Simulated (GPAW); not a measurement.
# Screening of a field by Cr2C(OH)2 MXene monolayer, part 2 of 2

Wanted: the out-of-plane polarisability of Cr2C(OH)2 MXene monolayer.

GPAW 26.7.0; GPAW, PAW setups; layer in a repeated cell with vacuum, relaxation of atoms and in-plane cell (the session's first sound run).

So far, dipole along the normal (e·Å): step 2 (relaxing the atoms) 3.2e-5; step 3 (the slab's potential) 2.3e-4; step 4 (field on) -0.0953; step 5 (In a field) -0.0471.

### Step 8. In a field

run.py reads:

```python
import json
import numpy as np
from ase import Atoms
from gpaw import GPAW, PW
from gpaw.external import ConstantElectricField

slab = Atoms(
    ['H', 'O', 'Cr', 'C', 'Cr', 'O', 'H'],
    positions=[
        [0.00000, 1.73641, 7.00000],
        [-0.00000, 1.73641, 7.97370],
        [1.50378, 0.86821, 9.19481],
        [0.00000, 0.00000, 10.26570],
        [-0.00000, 1.73641, 11.33659],
        [1.50378, 0.86821, 12.55771],
        [1.50378, 0.86821, 13.53141]],
    cell=[[3.00756, 0.0, 0.0], [-1.50378, 2.60463, 0.0], [0.0, 0.0, 20.5314]],
    pbc=[True, True, False],
    magmoms=[0.0, 0.0, 2.0, 0.0, 2.0, 0.0, 0.0])

slab.calc = GPAW(mode=PW(500), xc='PBE', kpts={'size': (12, 12, 1), 'gamma': True},
                 occupations={'name': 'fermi-dirac', 'width': 0.05}, nbands='160%',
                 convergence={'density': 1e-05}, maxiter=200,
                 poissonsolver={'dipolelayer': 'xy'},
                 external=ConstantElectricField(0.1, [0, 0, 1]),
                 symmetry={'tolerance': 1e-3}, txt='slab.txt')
result = {}
energy = slab.get_potential_energy()
fermi = slab.calc.get_fermi_level()
v = slab.calc.get_electrostatic_potential().mean((0, 1)) - fermi
n = slab.calc.get_pseudo_density().mean((0, 1))
L = slab.cell[2, 2]
z = np.arange(len(v)) * L / len(v)
low, high = slab.positions[:, 2].min(), slab.positions[:, 2].max()
below, above = np.interp([low - 4.8, high + 4.8], z, v)
slopes = [np.interp(x, z, np.gradient(v, z)) for x in (low - 4.8, high + 4.8)]
eps = np.array([[slab.calc.get_eigenvalues(k, s) for k in range(len(slab.calc.get_ibz_k_points()))]
                for s in range(slab.calc.get_number_of_spins())]) - fermi
top, bottom = eps[eps < 0].max(), eps[eps > 0].min()
dipole = slab.get_dipole_moment()[2]
print(f'energy {energy:.4f} eV, Fermi level {fermi:.4f} eV, dipole {dipole:.5f} e A')
print(f'potential 4.8 A off the faces, from the Fermi level: lower {below:.4f} eV, upper {above:.4f} eV')
print(f'slope of the potential there: lower {slopes[0]:.5f}, upper {slopes[1]:.5f} eV/A')
print(f'nearest levels on the mesh: {top:.4f} and {bottom:.4f} eV')
print('magnetic moment', round(slab.get_magnetic_moment(), 3))
result.update(energy=energy, fermi=fermi, dipole=dipole, below=below, above=above, slopes=slopes, edges=[top, bottom],
              z=z.tolist(), v=v.tolist(), n=n.tolist(), positions=slab.positions.tolist(),
              forces=slab.get_forces(apply_constraint=False).tolist(), moments=slab.get_magnetic_moments().tolist())
json.dump(result, open('result.json', 'w'))
```

Run with:

```
$ OMP_NUM_THREADS=1 OPENBLAS_NUM_THREADS=1 python run.py
```

Wall time 13 min (1 thread of Arm Neoverse V1, shared host); peak memory 0.61 GiB.

The electrostatic potential energy of an electron (without an applied field's), less the Fermi level, planar mean oscillates, so the rows of the table below give means over windows of 1 Å about each position, cut where the curve ends. Its maxima inside the range that stand out by 2 % of the span (Å: eV): 0.6: 2.28, 7.3: 0.424, 8.5: -5.08, 9.8: -8.89, 10.6: -8.98, 12.1: -5.45, 13.2: -0.184. Its minima: 6.9: -0.697, 8.0: -10.3, 9.2: -16.6, 10.3: -13.3, 11.3: -16.8, 12.5: -10.8, 13.6: -1.39.

Electrostatic potential energy of an electron (without an applied field's), less the Fermi level, planar mean against z; means over each step:

```tsv
z (Å)	electrostatic potential energy of an electron (without an applied field's), less the Fermi level, planar mean (eV)
0	2.07
1	2.28
2	2.28
3	2.26
4	2.23
5	2.11
6	1.66
7	0.0326
8	-6.42
9	-12.5
10	-11.0
11	-12.8
12	-8.77
13	-3.75
14	-0.0694
15	1.02
16	1.15
17	1.18
18	1.19
19	1.19
20	1.25
```

The dipole is now 0.0472 e Å, against 2.3e-4 in the run without a field.

### Step 9. Field on

run.py: that of step 8 with these lines changed.

```diff
@@ -24,3 +24,3 @@
                  poissonsolver={'dipolelayer': 'xy'},
-                 external=ConstantElectricField(0.1, [0, 0, 1]),
+                 external=ConstantElectricField(0.2, [0, 0, 1]),
                  symmetry={'tolerance': 1e-3}, txt='slab.txt')
```

Run time: 15 min. Hardware: 1 thread; peak memory 0.62 GiB.

The electrostatic potential energy of an electron (without an applied field's), less the Fermi level, planar mean oscillates, so the rows of the table below give means over windows of 1 Å about each position, cut where the curve ends. Its maxima inside the range that stand out by 2 % of the span (Å: eV): 0.6: 2.94, 7.3: 0.737, 8.5: -4.89, 9.8: -8.84, 10.6: -9.01, 12.1: -5.62, 13.2: -0.477. Its minima: 6.9: -0.339, 8.0: -10.1, 9.2: -16.5, 10.3: -13.3, 11.3: -17.0, 12.5: -11.0, 13.6: -1.72.

Electrostatic potential energy of an electron (without an applied field's), less the Fermi level, planar mean against z; means over each step:

```tsv
z (Å)	electrostatic potential energy of an electron (without an applied field's), less the Fermi level, planar mean (eV)
0	2.52
1	2.94
2	2.93
3	2.91
4	2.84
5	2.68
6	2.13
7	0.384
8	-6.18
9	-12.3
10	-11.0
11	-12.8
12	-8.94
13	-4.02
14	-0.433
15	0.599
16	0.710
17	0.731
18	0.735
19	0.737
20	0.864
```

The dipole is now 0.0953 e Å, against 2.3e-4 in the run without a field.

### Step 10. Field on

run.py: that of step 9 with these lines changed.

```diff
@@ -24,3 +24,3 @@
                  poissonsolver={'dipolelayer': 'xy'},
-                 external=ConstantElectricField(0.2, [0, 0, 1]),
+                 external=ConstantElectricField(0.3, [0, 0, 1]),
                  symmetry={'tolerance': 1e-3}, txt='slab.txt')
```

It took 12 min on 1 thread; peak memory 0.62 GiB.

The dipole is now 0.146 e Å, against 2.3e-4 in the run without a field.

### Step 11. The series

The members are put on one axis.

This step: induced dipole against applied field (GPAW 26.7.0).

Dipole along the normal against field:

```tsv
field (V/Å)	dipole along the normal (e·Å)
-0.200	-0.0953
-0.100	-0.0471
-0.050	-0.0235
0.000	2.3e-4
0.050	0.0235
0.100	0.0472
0.200	0.0953
0.300	0.146
```

### Step 12. A changed run

One more run, with changed settings.

This step: GPAW, PAW setups; slab in vacuum (GPAW 26.7.0).

run.py: that of step 10 with these lines changed.

```diff
@@ -3,4 +3,3 @@
 from ase import Atoms
-from gpaw import GPAW, PW
-from gpaw.external import ConstantElectricField
+from gpaw import GPAW
 
@@ -20,7 +19,6 @@
 
-slab.calc = GPAW(mode=PW(500), xc='PBE', kpts={'size': (12, 12, 1), 'gamma': True},
+slab.calc = GPAW(mode='fd', h=0.4, xc='PBE', kpts={'size': (12, 12, 1), 'gamma': True},
                  occupations={'name': 'fermi-dirac', 'width': 0.05}, nbands='160%',
-                 convergence={'density': 1e-05}, maxiter=200,
+                 convergence={'density': 1e-05}, maxiter=50,
                  poissonsolver={'dipolelayer': 'xy'},
-                 external=ConstantElectricField(0.3, [0, 0, 1]),
                  symmetry={'tolerance': 1e-3}, txt='slab.txt')
```

It took 2.5 min on 1 thread; peak memory 0.2 GiB.

The run finished. A setting was moved off its sound value on purpose, so it serves as a test and not as the result.

The fault put into the input: a grid far too coarse (mode = "fd" and h = 0.4).

Side by side:

```tsv
quantity	this run	sound run	difference
upper work function (eV)	2.1709	1.6963	0.475
lower work function (eV)	2.1724	1.6978	0.475
sum of the site moments (μB)	4.347e-5	4.2559	-4.26
```

One result that differs is the sum of the site moments, 4.3e-5 μB against 4.26 μB.

### Step 13. Outcome

| Property | Result |
| --- | --- |
| work function, both faces | 1.70 eV |
| dipole along the normal | 2.3e-4 e Å, near the numerical noise |
| induced dipole per field | 0.480 e Å per V/Å |
| out-of-plane polarisability per area, α/(ε0 A) | 11.1 Å |

The field induces 0.480 e Å per V/Å, a polarisable thickness α/(ε0 A) of 11.1 Å beside 6.53 Å between the outermost nuclei. A perfect conductor would give the distance between its two image planes; a dielectric of thickness t gives t(1 - 1/ε). The induced dipole is linear in the field over this range. The starting lattice was a guess from atomic radii; the relaxation moved it by 6 %. The small printed dipole stands for a step of -5.4 meV from the lower to the upper face, and the probes find -1.5 meV; values this small are near the numerical noise of both. One magnetic start was tried; another order may lie lower. The layer's cell and atoms come from the relaxation; spin-orbit coupling and temperature are left out.

[Logs are printed without paths, hosts, clocks, repeated set-up lines and the standing remarks that a program may print on its own settings, such as how far it seeks lower states.]

[Hosts, paths, dates, database ids (printed as entryN), source tags and the programs' standing remarks are cut or masked in the printed files.]
